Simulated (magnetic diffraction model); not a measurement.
# BeFe4Ge6 below its ordering temperature

Space group I-42m (no. 121), a = 5.9720 Å, c = 8.5370 Å.

```csv
site,atom,x,y,z
4c,Ge,1/2,0,0
8i,Ge,0.3281,0.6719,0.2116
8i,Fe,0.1771,0.8229,0.4177
2a,Be,0,0,0
```

This is a made-up structure (elements placed in a structure type, unrelaxed), so the numbers test the method and describe no known phase.

Only Fe is taken to order (form factors of Fe2+); orders and moment sizes are assumed, and not adapted to the symmetry. Radiation: neutrons of λ = 1.8 Å, 3° to 65°; isotropic B of 0.69 Å² (Ge), 0.67 Å² (Fe) and 0.89 Å² (Be). The intensities are simulated: I ∝ L Σ (|F_N|² + |F_M⊥|²) for unpolarised neutrons, with F_M = 2.695 fm/μB × Σ f(s) S exp(2πi Q·r) exp(−B s²) at Q = H ± k (one set where k and −k are equivalent), only the part normal to Q counting and L = 1/(sin²θ cos θ). For collinear order S is the moment m, which repeats by lattice and centring translations R with the sign exp(−2πi k·R). Form factors are spin-only for 3d ions and dipole or tabulated for f ions, scattering lengths are Sears's of 1992, and absorption is left out. A label names one of the reflections at its angle. The strongest nuclear line in the range is 100, and lines under 0.2 are left out.

Above the ordering temperature:

| 2θ (°) | index | I |
| --- | --- | --- |
| 21.20 | (1 0 1) | 16.6 |
| 24.34 | (0 0 2) | 6.1 |
| 24.61 | (1 1 0) | 2.1 |
| 34.89 | (1 1 2) | 19.2 |
| 35.08 | (2 0 0) | 8.3 |
| 41.02 | (1 0 3) | 13.2 |
| 41.35 | (2 1 1) | 37.3 |
| 43.16 | (2 0 2) | 31.1 |
| 49.88 | (0 0 4) | 4.5 |
| 50.46 | (2 2 0) | 33.6 |
| 55.05 | (2 1 3) | 100.0 |
| 55.32 | (3 0 1) | 55.9 |
| 56.39 | (1 1 4) | 55.5 |
| 56.79 | (2 2 2) | 13.9 |
| 56.92 | (3 1 0) | 38.2 |
| 62.44 | (2 0 4) | 12.1 |
| 62.81 | (3 1 2) | 1.2 |

Below it (cell unchanged):

```
2θ (°)      I
 21.20   24.0
 24.34    7.0
 24.61    5.6
 34.89   21.3
 35.08    9.5
 41.02   14.2
 41.35   39.4
 43.16   32.2
 49.88    4.6
 50.46   34.0
 55.05  100.7
 55.32   56.4
 56.39   55.8
 56.79   14.5
 56.92   38.6
 62.44   12.4
 62.81    1.8
```

**Question.** Find the propagation vector, then choose among these models:
A. collinear moments along [100], 1.76 μB on Fe; signs + at (0.1771, 0.8229, 0.4177), − at (0.8229, 0.1771, 0.4177), + at (0.6771, 0.6771, 0.0823), − at (0.3229, 0.3229, 0.0823)
B. collinear moments along [100], 1.76 μB on Fe; signs + at (0.1771, 0.8229, 0.4177), − at (0.8229, 0.1771, 0.4177), + at (0.6771, 0.6771, 0.0823), + at (0.3229, 0.3229, 0.0823)
C. collinear moments along [111], 1.76 μB on Fe; signs + at (0.1771, 0.8229, 0.4177), − at (0.8229, 0.1771, 0.4177), + at (0.6771, 0.6771, 0.0823), − at (0.3229, 0.3229, 0.0823)
D. collinear moments along [111], 1.76 μB on Fe; signs + at (0.1771, 0.8229, 0.4177), − at (0.8229, 0.1771, 0.4177), + at (0.6771, 0.6771, 0.0823), + at (0.3229, 0.3229, 0.0823)

No line moves, and magnetic intensity falls on nuclear lines such as the one at 21.20°, so the magnetic cell equals the chemical primitive cell: k = 0.

Magnetic intensity, observed (below minus above) and for each model:

| 2θ (°) | index | observed | A | B | C | D |
| --- | --- | --- | --- | --- | --- | --- |
| 21.20 | (1 0 1) | 7.4 | 8.8 | 7.4 | 11.9 | 7.4 |
| 24.34 | (0 0 2) | 1.0 | <0.2 | 2.0 | <0.2 | 1.0 |
| 24.61 | (1 1 0) | 3.5 | 1.2 | 1.9 | 1.8 | 3.5 |
| 34.89 | (1 1 2) | 2.1 | 1.4 | 2.3 | 1.2 | 2.1 |
| 35.08 | (2 0 0) | 1.1 | <0.2 | 0.7 | 1.4 | 1.1 |
| 41.02 | (1 0 3) | 1.0 | 3.0 | 1.7 | 1.6 | 1.0 |
| 43.16 | (2 0 2) | 1.1 | 1.6 | 1.0 | 1.3 | 1.1 |
| 56.92 | (3 1 0) | 0.5 | 0.8 | 0.3 | 0.7 | 0.5 |

Model D matches.

The structure used: k = (0 0 0), collinear moments along [111], 1.76 μB on Fe; signs + at (0.1771, 0.8229, 0.4177), − at (0.8229, 0.1771, 0.4177), + at (0.6771, 0.6771, 0.0823), + at (0.3229, 0.3229, 0.0823).

[Logs are printed without paths, hosts, clocks, repeated set-up lines and the standing remarks that a program may print on its own settings, such as how far it seeks lower states.]
